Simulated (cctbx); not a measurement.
# Resonant diffraction in Li7BiSbTe

Space group P2_1/c (no. 14), a = 6.0540 Å, b = 14.1860 Å, c = 9.4930 Å, α = 90.00°, β = 90.11°, γ = 90.00°.

```
atom  mult.       x       y       z  Ueq (Å²)
 Bi1      4  0.2642  0.2234  0.9352    0.0054
 Te1      4  0.2397  0.8789  0.7960    0.0128
 Sb1      4  0.2555  0.5676  0.8240    0.0058
 Li1      4  0.7204  0.1481  0.9521    0.0182
 Li2      4  0.0002  0.3937  0.9234    0.0075
 Li3      4  0.5078  0.3988  0.9119    0.0118
 Li4      4  0.8363  0.9195  0.8624    0.0100
 Li5      4  0.4867  0.7410  0.8093    0.0217
 Li6      4  0.0001  0.7363  0.8081    0.0115
 Li7      4  0.2689  0.0476  0.7681    0.0153
```

The model is made up (kin elements in a known structure type, no relaxation), so it says nothing on whether the phase exists.

Calculated with cctbx: free-atom f′ and f″ from the Sasaki tables, no fine structure; amplitudes in electrons.

```
E (eV)  F 1 0 2  F 1 3 0  F 1 2 0  F 0 1 1
 12819    401.7    526.4     20.4      3.0
 13169    397.0    520.3     19.9      2.1
 13299    393.3    515.4     19.4      1.3
 13359    389.8    510.8     19.0      0.7
 13389    386.3    506.2     18.5      0.7
 13404    382.8    501.6     18.1      1.4
 13411    379.7    497.5     17.7      2.1
 13415    376.3    493.1     17.2      2.8
 13423    376.5    493.3     17.3      5.3
 13427    380.4    498.5     17.8      4.8
 13434    383.8    503.0     18.3      4.5
 13449    387.5    507.8     18.7      4.4
 13479    391.1    512.5     19.2      4.3
 13569    395.9    518.7     19.8      4.5
 13819    400.6    525.0     20.4      4.9
```

**Question.** Which edge is crossed, and why do the reflections move as they do?

The L3 edge of Bi. The edge is at 13419 eV. f′ of Bi falls from -12.2 e at 13299 eV to -18.6 e at 4 eV below it, and f″ steps from 3.96 to 10.11 e across it. Over that approach |F| changes by -4 % (1 0 2), -4 % (1 3 0), -11 % (1 2 0) and +115 % (0 1 1): a reflection falls where Bi scatters in phase with the total and rises where it scatters against it; it hardly moves where the Bi term is small or cancels by symmetry. Above the edge the larger f″ enters the imaginary part, where it can add to or cancel the other atoms' f″. The structure is centrosymmetric, so Friedel mates stay equal.

[Logs are printed without paths, hosts, clocks, repeated set-up lines and the standing remarks that a program may print on its own settings, such as how far it seeks lower states.]
